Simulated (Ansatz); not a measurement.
## Ba2H3F (built on the sites of a database entry of Ba2H3I): a soft mode frozen in

Aim: this structure of Ba2H3F (built on the sites of a database entry of Ba2H3I) is to be tested for unstable modes, and one is followed downhill.

Main program and level: Ansatz 0.2.0; DFT PBEsol, scalar-relativistic, plane waves, PAW.

The structure was built from a prototype and need not be the compound's stable phase.

### 1. Set-up

The structure is trigonal, space group P-3m1 (No. 164). The conventional cell has a = 4.294 Å, b = 4.294 Å, c = 5.979 Å, α = 90.00°, β = 90.00°, γ = 120.00°. Nearest to Ba lie 7 H at 2.49 to 2.89 Å and 3 F at 2.90 Å. Nearest to H lie 4 Ba at 2.49 to 2.74 Å and 3 H at 2.77 Å. H has 6 H at 2.77 Å and 6 Ba at 2.89 Å nearest. Nearest to F lie 6 Ba at 2.90 Å. Farther neighbours and most contacts between anions are not listed.

### 2. Response at finite wavevector

The cell comes from relaxations at this level that are not shown. Stability and thermal properties need the whole zone. Linear response on a 2×2×2 q mesh gives force constants as far as a supercell of that size would, and the tensors from the zone-centre run are typed in so that the long-range dipole term is interpolated apart.

File input.yaml:

```yaml
crystal:
  lattice:
    - [4.2935918184, 2.8188e-06, 0.0]
    - [-2.1467983504, 3.7183581789, 0.0]
    - [0.0, 0.0, 5.9791168191]
  atoms:
    - { symbol: Ba, position: [0.6666666667, 0.3333333333, 0.7496983071] }
    - { symbol: Ba, position: [0.3333333333, 0.6666666667, 0.2503016929] }
    - { symbol: H, position: [0.6666666667, 0.3333333333, 0.2920896742] }
    - { symbol: H, position: [0.3333333333, 0.6666666667, 0.7079103258] }
    - { symbol: H, position: [0.0, 0.0, 0.5] }
    - { symbol: F, position: [0.0, 0.0, 0.0] }
kpoints:
  mp_grid: { grid: [6, 6, 4] }
hamiltonian:
  xc: pbesol
scf:
  occupations: { method: fixed }
output:
  eigenvalues: true
phonons:
  method: dfpt
  qmesh: [2, 2, 2]
  temperatures: { t_max: 1000, t_step: 50 }
  qpath:
    path:
      - [[0.0, 0.0, 0.0], [0.5, 0.0, 0.0], [0.33333333, 0.33333333, 0.0], [0.0, 0.0, 0.0], [0.0, 0.0, 0.5], [0.5, 0.0, 0.5], [0.33333333, 0.33333333, 0.5], [0.0, 0.0, 0.5]]
      - [[0.5, 0.0, 0.5], [0.5, 0.0, 0.0]]
      - [[0.33333333, 0.33333333, 0.5], [0.33333333, 0.33333333, 0.0]]
    npoints: 10
  non_analytic_term:
    high_frequency_dielectric_tensor: [[4.7524, 0.0, 0.0], [0.0, 4.7524, 0.0], [0.0, 0.0, 4.2701]]
    born_effective_charges:
      - { species: Ba, tensor: [[2.4634, 0.0, 0.0], [0.0, 2.4634, 0.0], [0.0, 0.0, 2.2286]] }
      - { species: Ba, tensor: [[2.4634, 0.0, 0.0], [0.0, 2.4634, 0.0], [0.0, 0.0, 2.2286]] }
      - { species: H, tensor: [[-1.0245, 0.0, 0.0], [0.0, -1.0245, 0.0], [0.0, 0.0, -1.0514]] }
      - { species: H, tensor: [[-1.0245, 0.0, 0.0], [0.0, -1.0245, 0.0], [0.0, 0.0, -1.0514]] }
      - { species: H, tensor: [[-1.2905, 0.0, 0.0], [0.0, -1.2905, 0.0], [0.0, 0.0, -0.7483]] }
      - { species: F, tensor: [[-1.5871, 0.0, 0.0], [0.0, -1.5871, 0.0], [0.0, 0.0, -1.606]] }
    source: "zone-centre run at this cell"
```

Run with:

```console
ansatz run input.yaml --threads 8 --pin off --max-ram 14336MiB --backend cpu --events-out ev --progress --plain --runs-dir out
```

Numbers of over 12 decimals in the logs are rounded to 6 here.

Output:

```text
Warning: phonons: the dynamical matrix that this run interpolates holds no multipole term above the dipole-dipole one, and a site of this crystal is no centre of inversion, so its interpolated transverse optical and acoustic branches and sound speeds can stay off near Gamma, and the density of states and the thermodynamics with them. What a run solves at a wave vector of phonons.qpoints, Gamma apart, where the deck admits one, is free of this, and under fd what a larger phonons.supercell samples
Engine: ansatz 0.2.0, aarch64-unknown-linux-gnu
Pseudopotentials: kind: paw
Pseudopotential: Ba, paw, valence charge 10, recommended cutoff 420 eV (normal), Ba.paw.azcp
Pseudopotential: H, paw, valence charge 1, recommended cutoff 420 eV (normal), H.paw.azcp
Pseudopotential: F, paw, valence charge 7, recommended cutoff 420 eV (normal), F.paw.azcp
Functional definition: PBEsol
  exchange = pbesol_x
  correlation = pbesol_c
Crystal: 6 atoms, lattice volume = 95.457 Å³
Basis set: ecut = 420 eV, 1885 PW (Γ), exchange–correlation on 60×60×80 points (8 copies of the dense FFT grid, shifted against one another)
Bands: 21, of which v1, the nominal top of the filled ones, is band 15 counted from 1 (14 counted from 0)
Symmetry: 12 space group operations
k-points: 24 of 144
Non-local potential: Ba, projectors of the file, l = 0: 3, l = 1: 2, l = 2: 2, l = 3: 2
Non-local potential: H, projectors of the file, l = 0: 2, l = 1: 1
Non-local potential: F, projectors of the file, l = 0: 2, l = 1: 2, l = 2: 1
PAW form: soft (Blöchl's): semilocal exchange-correlation on the pseudo side does not see the compensation charge
PAW frozen core: Ba, regenerated for the run's functional, and the local potential with it (the file was generated under x = pbe(κ = 0.804, μ = 0.219515), c = pbe(β = 0.066725))
PAW frozen core: F, regenerated for the run's functional, and the local potential with it (the file was generated under x = pbe(κ = 0.804, μ = 0.219515), c = pbe(β = 0.066725))
PAW one-centre angular grid: Ba, 194 points (default); XC on 64 Gauss nodes
PAW one-centre angular grid: H, 110 points (default); XC on 64 Gauss nodes
PAW one-centre angular grid: F, 110 points (default); XC on 64 Gauss nodes
Initial density: superposition of atomic densities (neutral atoms: chi_scale 0, normalization atom), corrected by the library's trained network
Initial wavefunctions: pseudopotential atomic-orbital guess
Functional: x = pbesol(κ = 0.804, μ = 0.123457), c = pbesol(β = 0.046)
SCF iter   1: F=—  HF=-12577.771646 eV  |F-HF|=—  |Δ(HF+E_count)|=         —  Δρ=9.39e-3  dr2=6.20e-2  ethr=1.77e-3  ⟨swp⟩=4.8  Hψ=2323  notcnv=0  defer=93
preconditioner: auto → Resta (q_TF=auto, 2.250 Å⁻¹)  ε∞=3.5  [insulator: Δε(μ)=1.669 eV  Ē_g=11.811 eV  n_scr=22 (ndim 8)  ℏωp=18.6 eV  f_vac=0.000  ε∞_Penn≈3.5]
SCF iter   2: F=—  HF=-12577.755963 eV  |F-HF|=—  |Δ(HF+E_count)|=   1.57e-2  Δρ=3.47e-3  dr2=8.62e-3  ethr=2.07e-4  ⟨swp⟩=2.0  Hψ=1057  notcnv=0  defer=95
SCF iter   3: F=—  HF=-12577.754293 eV  |F-HF|=—  |Δ(HF+E_count)|=   1.67e-3  Δρ=1.39e-3  dr2=1.63e-3  ethr=2.87e-5  ⟨swp⟩=2.2  Hψ=716  notcnv=0  defer=95
SCF iter   4: F=—  HF=-12577.754052 eV  |F-HF|=—  |Δ(HF+E_count)|=   2.41e-4  Δρ=2.57e-4  dr2=4.58e-5  ethr=5.45e-6  ⟨swp⟩=2.0  Hψ=658  notcnv=0  defer=95
SCF iter   5: F=—  HF=-12577.754078 eV  |F-HF|=—  |Δ(HF+E_count)|=   2.62e-5  Δρ=6.39e-5  dr2=4.52e-6  ethr=1.53e-7  ⟨swp⟩=2.1  Hψ=730  notcnv=0  defer=60
SCF iter   6: F=—  HF=-12577.754079 eV  |F-HF|=—  |Δ(HF+E_count)|=   8.64e-7  Δρ=1.71e-5  dr2=3.40e-7  ethr=1.51e-8  ⟨swp⟩=2.8  Hψ=855  notcnv=0  defer=40
SCF iter   7: F=—  HF=-12577.754079 eV  |F-HF|=—  |Δ(HF+E_count)|=   1.08e-7  Δρ=2.67e-6  dr2=6.85e-9  ethr=1.13e-9  ⟨swp⟩=2.0  Hψ=775  notcnv=0  defer=39
SCF iter   8: F=—  HF=-12577.754079 eV  |F-HF|=—  |Δ(HF+E_count)|=  6.26e-10  Δρ=3.20e-7  dr2=9.52e-11  ethr=2.28e-11  ⟨swp⟩=2.0  Hψ=787  notcnv=0  defer=39
SCF iter   9: F=-12577.754079 eV  HF=-12577.754079 eV  |F-HF|=3.64e-12  |Δ(HF+E_count)|=  6.37e-11  Δρ=4.87e-8  dr2=3.05e-12  ethr=1.00e-12  ⟨swp⟩=12.6  Hψ=3899  notcnv=0
SCF 1 converged in 9 iterations: F = -12577.754079 eV  dr2 = 3.05e-12
  greatest PAW one-centre occupation: 0.955 electrons in one spin orbital (limit 2), on the Ba atom at site 1 (counted from 0), in its partial waves of l = 0
NSCF: frozen V_eff on 24 k-points
NSCF: frozen V_eff on 76 k-points
DFPT response loops at q = (0, 0, 0) (fractional): preconditioner auto → Resta (q_TF=auto, 2.250 Å⁻¹)  ε∞=5.8 (no band partly filled); β = 1.00, the filter's whole step (`scf.mixing.beta` (0.50) is not read by the response loops at its default; to damp them type it under 1.00, their step now; it binds the ground state too); Broyden in place of MSR1
NSCF: frozen V_eff on 152 k-points
DFPT response loops at q = (0, 0, -0.5) (fractional): mixed as the last ones told, above
NSCF: frozen V_eff on 152 k-points
DFPT response loops at q = (0, -0.5, 0) (fractional): mixed as the last ones told, above
NSCF: frozen V_eff on 152 k-points
DFPT response loops at q = (0, -0.5, -0.5) (fractional): mixed as the last ones told, above
SCF converged after 9 iterations
Free energy (F): -12577.754079 eV
Harris-Foulkes:  -12577.754079 eV  (|F-HF|=3.64e-12)
Internal energy: -12577.754079 eV  (E = F + TS)
E sigma→0 (E₀):  -12577.754079 eV
Fermi energy:    7.771586 eV
--- Per-component energies (eV) ---
  E_band       = -107.087328
  E_kinetic    = 584.992445
  E_local      = -1188.118903  (includes V_loc(G=0)·N_el)
  E_nonlocal   = 194.278612
  E_hartree    = 426.402392
  E_xc         = -441.067435
  E_vxc        = -410.059396  (∫ρ·V_xc dr)
  E_paw        = -10475.557574  (= ΣΔE_a)
  E_vpaw       = -140.983489  (= ΣTr[D̂ρ^β])
  E_aug_tail   = -0.001369  (compensation charges beyond the density's cutoff)
  E_ewald      = -1679.027556
  E_core_change = 0.345309  (= ΣΔE_core)
  E_smearing   = -0.000000  (= −TS)
  E_closure    = 0.000000  (closes the sum)
  Σ components = -12577.754079   (vs F -12577.754079, Δ=0.00e0)
--- Band table (eV; the first three rows and the last of 24) ---
  k-point 0: bands = [... 11 lower, 2.8462, 3.9475, 5.0764, 7.7716, 11.1535, 11.1535, 11.4751, 11.4751, ... 2 higher]
  k-point 1: bands = [... 11 lower, 2.8327, 4.3886, 5.1650, 7.6982, 10.5980, 10.5980, 11.4676, 11.5257, ... 2 higher]
  k-point 2: bands = [... 11 lower, 2.8192, 5.0409, 5.0670, 7.5483, 10.3521, 10.3521, 11.3355, 11.5727, ... 2 higher]
  k-point 23: bands = [... 11 lower, 3.1841, 6.0106, 6.1891, 6.1891, 9.8976, 9.8976, 11.9623, 12.4568, ... 2 higher]
--- Phonons (Γ-DFPT): 8 representative perturbations + reference (Σ response iterations 29) ---
  ASR residual: 1.787e-5 → 0.000e0 eV/Å²; symmetrization residual: 7.958e-7 eV/Å²
  ASR residual per site (eV/Å²): 1.79e-5 1.79e-5 9.57e-6 9.57e-6 4.96e-6 5.50e-6
  Γ frequencies (cm⁻¹): 0.00 0.00 0.00 76.97 76.97 110.10 125.08 125.08 158.96 432.79 494.50 494.50 500.93 736.47 1008.81 1008.81 1011.99 1011.99
--- Phonons (arbitrary-q DFPT): 4 irreducible q on the 2×2×2 mesh ---
  q = [0.0000, 0.0000, 0.0000] (star 1, of the zone-centre solve; hermiticity 2.01e-7, symmetrization 9.56e-8): -0.00 0.00 0.00 76.97 76.97 110.10 125.08 125.08 158.96 432.79 494.50 494.50 500.93 736.47 1008.81 1008.81 1011.99 1011.99
  q = [0.0000, 0.0000, -0.5000] (star 1, 8 solved perturbations in 400 linear systems a pass and spin channel, the states on 76 of 144 k-point pairs; hermiticity 2.00e-5, symmetrization 6.66e-6): 51.74 51.74 56.19 56.19 62.58 92.85 125.05 125.05 240.09 494.47 494.47 582.42 603.92 829.33 1008.85 1008.85 1012.87 1012.87
  q = [0.0000, -0.5000, 0.0000] (star 3, 12 solved perturbations in 796 linear systems a pass and spin channel, the states on 76 of 144 k-point pairs; hermiticity 1.32e-7, symmetrization 1.01e-7): 31.33 58.71 73.28 80.91 89.19 118.75 133.86 145.40 170.05 397.20 450.00 534.56 669.00 690.04 986.01 993.63 1049.83 1053.67
  q = [0.0000, -0.5000, -0.5000] (star 3, 12 solved perturbations in 796 linear systems a pass and spin channel, the states on 76 of 144 k-point pairs; hermiticity 4.85e-6, symmetrization 4.37e-6): -34.04 65.58 66.97 75.98 96.06 132.35 134.08 143.18 190.77 411.93 534.66 563.98 678.50 701.93 987.73 993.95 1052.52 1052.60
  sum rule: each row above includes the acoustic sum rule's correction from the zone centre's row sums; it moved no ω² by more than (1.61 cm⁻¹)²
  mesh force constants: q→R imaginary residual 8.84e-18; ASR residual 1.787e-5 → 0.000e0 eV/Å²; symmetrization residual 5.329e-15 eV/Å²
  interpolated dispersion: 94 rows × 18 modes
  density of states and harmonic sums: on the 18×18×12 q-mesh, interpolated from the force constants of a 2×2×2 supercell (with the dipole–dipole term of supplied tensors)
  largest difference from the sums on the solved wave vectors: F 1.26e-1 eV, S 1.70e-4 and C_V 4.30e-5 eV/K
  zero-point energy: 0.484979 eV/cell   skipped modes (ω ≤ 0): 94, of them read as no rigid motion or as one in doubt: 91 (2.415e-1 modes/cell left out, lowest -34.04 cm⁻¹)   left out of the sums: 1.35e-2 of the cell's modes: C_V's classical limit lies that fraction below 3 k_B per atom; for a crystal, a wire or a layer, F and S can be off by more, and a phonons.interpolated_qmesh denser along its periods is the remedy for the sampling
```

The job ended after 52 s (8 threads of Arm Neoverse V2, shared host; peak memory 0.84 GiB; 6.4 min of CPU time).

Numbers from this step:

- gap on the k-mesh: 1.810 eV
- volume per atom: 15.91 Å³
- sum-rule residual before enforcement: 1.79e-5 eV/Å²
- lowest frequency on the path: -34.04 cm⁻¹
- point group: -3m
- highest frequency on the path or at a solved wavevector: 1113 cm⁻¹
- highest optical mode at the zone centre (no LO-TO term): 1012 cm⁻¹
- lowest optical zone-centre mode: 76.97 cm⁻¹
- lowest mode on the q mesh (acoustic modes at Γ apart): -34.04 cm⁻¹

Frequencies (cm⁻¹) solved at each irreducible wavevector; negative means imaginary. Frequencies by wavevector, by row:

```
q in reciprocal lattice units  star  mode 1  mode 2  mode 3  mode 4  mode 16  mode 17  mode 18
                        0 0 0     1       0       0       0      77     1009     1012     1012
                     0 0 -0.5     1    51.7    51.7    56.2    56.2     1009     1013     1013
                     0 -0.5 0     3    31.3    58.7    73.3    80.9    993.6     1050     1054
                  0 -0.5 -0.5     3     -34    65.6      67      76      994     1052     1053
```

Interpolated from a 2×2×2 q mesh, rough between the solved points, with the LO-TO term (at Γ the limit along the path; where Γ stands inside the path, tables give the limit on arrival). Phonon branches along the path, in cm⁻¹:

| point | branch 1 | branch 2 | branch 3 | branch 4 | branch 15 | branch 16 | branch 17 | branch 18 |
| --- | --- | --- | --- | --- | --- | --- | --- | --- |
| Γ | 0 | 0 | 0 | 77 | 1009 | 1009 | 1012 | 1113 |
| halfway | 39 | 47 | 62 | 82 | 998 | 1002 | 1023 | 1092 |
| M | 31 | 59 | 73 | 81 | 986 | 994 | 1050 | 1054 |
| halfway | 54 | 65 | 75 | 87 | 995 | 1002 | 1040 | 1045 |
| K | 69 | 75 | 75 | 85 | 1006 | 1024 | 1024 | 1025 |
| halfway | 48 | 55 | 62 | 91 | 998 | 1003 | 1022 | 1084 |
| Γ | 0 | 0 | 0 | 77 | 1009 | 1009 | 1012 | 1113 |
| halfway | 29 | 29 | 39 | 71 | 1009 | 1009 | 1012 | 1012 |
| A | 52 | 52 | 56 | 56 | 1009 | 1009 | 1013 | 1013 |
| halfway | 23 | 59 | 68 | 70 | 998 | 1004 | 1042 | 1044 |
| L | -34 | 66 | 67 | 76 | 988 | 994 | 1052 | 1053 |
| halfway | -24 | 48 | 87 | 88 | 998 | 1003 | 1042 | 1044 |
| H | 26 | 26 | 99 | 103 | 1013 | 1020 | 1027 | 1027 |
| halfway | 10 | 59 | 73 | 74 | 1001 | 1002 | 1042 | 1044 |
| A | 52 | 52 | 56 | 56 | 1009 | 1009 | 1013 | 1013 |
| jump to L | -34 | 66 | 67 | 76 | 988 | 994 | 1052 | 1053 |
| halfway | -22 | 62 | 75 | 79 | 987 | 994 | 1051 | 1053 |
| M | 31 | 59 | 73 | 81 | 986 | 994 | 1050 | 1054 |
| jump to H | 26 | 26 | 99 | 103 | 1013 | 1020 | 1027 | 1027 |
| halfway | 47 | 47 | 80 | 99 | 1009 | 1023 | 1025 | 1025 |
| K | 69 | 75 | 75 | 85 | 1006 | 1024 | 1024 | 1025 |

Symmetry leaves 4 wavevectors to solve. The lowest mode among them, the acoustic zeros apart, lies at q = (0, -0.5, -0.5) and is imaginary, 34.0i cm⁻¹, so the energy falls along it.

### 3. The mode frozen in, largest atomic shift 0 Å

The mode followed lies at q = (0, -0.5, -0.5) with frequency 34.0i cm⁻¹, the softest among the wavevectors solved. At small amplitude the distorted cell has space group no. 12 by a symmetry search on the positions. The undistorted cell that holds it gives the zero of energy on the same k mesh.

System of this step: Ba2H3F (built on the sites of a database entry of Ba2H3I). Symmetry: P-3m1, No. 164, trigonal system. Conventional cell: a = 4.294 Å, b = 4.294 Å, c = 5.979 Å, α = 90.00°, β = 90.00°, γ = 120.00°. Ba has 7 H at 2.49 to 2.89 Å and 3 F at 2.90 Å nearest. Nearest to H lie 4 Ba at 2.49 to 2.74 Å and 3 H at 2.77 Å. H has 6 H at 2.77 Å and 6 Ba at 2.89 Å nearest. F has 6 Ba at 2.90 Å nearest. Farther neighbours and most contacts between anions are not listed.

File input.yaml:

```yaml
crystal:
  lattice:
    - [-4.2935918184, -2.8188e-06, 0.0]
    - [-2.1467934681, -3.7183609976, -5.9791168191]
    - [-2.1467934681, -3.7183609976, 5.9791168191]
  atoms:
    - { symbol: Ba, position: [0.6666666667, 0.9584841798, 0.7081824869] }
    - { symbol: Ba, position: [0.6666666667, 0.4584841798, 0.2081824869] }
    - { symbol: Ba, position: [0.3333333333, 0.0415158202, 0.2918175131] }
    - { symbol: Ba, position: [0.3333333333, 0.5415158202, 0.7918175131] }
    - { symbol: H, position: [0.6666666667, 0.1872884962, 0.4793781704] }
    - { symbol: H, position: [0.6666666667, 0.6872884962, 0.9793781704] }
    - { symbol: H, position: [0.3333333333, 0.8127115038, 0.5206218296] }
    - { symbol: H, position: [0.3333333333, 0.3127115038, 0.0206218296] }
    - { symbol: H, position: [0.0, 0.75, 0.25] }
    - { symbol: H, position: [0.0, 0.25, 0.75] }
    - { symbol: F, position: [0.0, 0.5, 0.5] }
    - { symbol: F, position: [1.0, 1.0, 0.0] }
kpoints:
  mp_grid: { grid: [6, 6, 6] }
hamiltonian:
  xc: pbesol
scf:
  occupations: { method: gaussian, width: 0.02 }
output:
  forces: true
  stress: true
  eigenvalues: true
```

Output:

```text
[...]
Crystal: 12 atoms, lattice volume = 190.915 Å³
Basis set: ecut = 420 eV, 3745 PW (Γ), exchange–correlation on 60×100×100 points (8 copies of the dense FFT grid, shifted against one another)
Bands: 42, of which v1, the nominal top of the filled ones, is band 30 counted from 1 (29 counted from 0)
Symmetry: 8 space group operations
[...]
k-points: 68 of 216
[...]
k-point 0: bands = [... 26 lower, 5.7461, 5.9066, 6.2664, 7.7712, 9.5817, 10.9491, 11.1535, 11.1535, ... 5 higher]
  k-point 1: bands = [... 26 lower, 5.6946, 5.8597, 6.2604, 7.5427, 9.8752, 10.9082, 11.0229, 11.2041, ... 5 higher]
  k-point 2: bands = [... 26 lower, 5.5456, 5.6594, 6.3372, 7.0463, 10.5801, 10.9282, 11.0973, 11.3790, ... 5 higher]
  k-point 67: bands = [... 26 lower, 5.8529, 5.8838, 6.1206, 6.2202, 9.9663, 10.8424, 11.0830, 11.2325, ... 5 higher]
[key lines of the parts left out:]
SCF converged after 6 iterations
Free energy (F): -25155.508789 eV
Fermi energy:    8.676351 eV
P = ⅓ Tr σ = -0.0002 GPa (-0.002 kbar)
```

Elapsed: 3.4 s, on 8 threads; peak memory 0.94 GiB; 25 s of CPU time.

Numbers from this step:

- pressure: -1.88e-4 GPa
- energy from the undistorted cell: 0 meV/atom

At this level the gap is 1.81 eV on the k-mesh of the self-consistent run, which can miss the band edges.

### 4. The mode frozen in, largest atomic shift 0.14 Å

The atoms are moved along the unstable eigenvector, the largest shift by 0.14 Å, with the cell fixed.

File input.yaml:

```yaml
crystal:
  lattice:
    - [-4.2935918184, -2.8188e-06, 0.0]
    - [-2.1467934681, -3.7183609976, -5.9791168191]
    - [-2.1467934681, -3.7183609976, 5.9791168191]
  atoms:
    - { symbol: Ba, position: [0.6623291196, 0.959742645, 0.7155991158] }
    - { symbol: Ba, position: [0.6710042137, 0.4572257146, 0.2007658579] }
    - { symbol: Ba, position: [0.3289957863, 0.0427742854, 0.2992341421] }
    - { symbol: Ba, position: [0.3376708804, 0.540257355, 0.7844008842] }
    - { symbol: H, position: [0.6659763021, 0.1769138453, 0.4911335505] }
    - { symbol: H, position: [0.6673570312, 0.6976631472, 0.9676227904] }
    - { symbol: H, position: [0.3326429688, 0.8023368528, 0.5323772096] }
    - { symbol: H, position: [0.3340236979, 0.3230861547, 0.0088664495] }
    - { symbol: H, position: [0.0, 0.75, 0.25] }
    - { symbol: H, position: [0.0, 0.25, 0.75] }
    - { symbol: F, position: [0.0185678865, 0.4795019194, 0.4833623077] }
    - { symbol: F, position: [0.9814321135, 1.0204980806, 0.0166376923] }
kpoints:
  mp_grid: { grid: [6, 6, 6] }
hamiltonian:
  xc: pbesol
scf:
  occupations: { method: gaussian, width: 0.02 }
output:
  forces: true
  stress: true
  eigenvalues: true
```

Output:

```text
[...]
Crystal: 12 atoms, lattice volume = 190.915 Å³
Basis set: ecut = 420 eV, 3745 PW (Γ), exchange–correlation on 60×100×100 points (8 copies of the dense FFT grid, shifted against one another)
Bands: 42, of which v1, the nominal top of the filled ones, is band 30 counted from 1 (29 counted from 0)
Symmetry: 4 space group operations
[...]
k-points: 68 of 216
[...]
k-point 0: bands = [... 26 lower, 5.7468, 5.9165, 6.2779, 7.7629, 9.5951, 10.9294, 11.1089, 11.1547, ... 5 higher]
  k-point 1: bands = [... 26 lower, 5.6985, 5.8696, 6.2700, 7.5362, 9.8865, 10.8283, 11.1042, 11.2062, ... 5 higher]
  k-point 2: bands = [... 26 lower, 5.5579, 5.6741, 6.3414, 7.0448, 10.5808, 10.8758, 11.1897, 11.3741, ... 5 higher]
  k-point 67: bands = [... 26 lower, 5.8462, 5.9000, 6.1178, 6.2333, 9.9962, 10.8644, 11.0686, 11.2303, ... 5 higher]
[key lines of the parts left out:]
SCF converged after 6 iterations
Free energy (F): -25155.511234 eV
Fermi energy:    8.679001 eV
P = ⅓ Tr σ = 0.1412 GPa (1.412 kbar)
```

Run time: 3.6 s. Hardware: 8 threads; peak memory 0.95 GiB.

Numbers from this step:

```yaml
pressure: 0.1412 GPa
gap_on_the_k_mesh: 1.832 eV
energy_from_the_undistorted_cell: -0.204 meV/atom
```

The energy, extrapolated to zero smearing, is -0.20 meV/atom against the undistorted cell.

The run ends at a pressure of 0.14 GPa, with forces up to 0.044 eV/Å.

(Part 1 of 2 ends here.)

[Logs are printed without paths, hosts, clocks, repeated set-up lines and the standing remarks that a program may print on its own settings, such as how far it seeks lower states.]

[Hosts, paths, dates, database ids (printed as entryN), source tags and the programs' standing remarks are cut or masked in the printed files.]
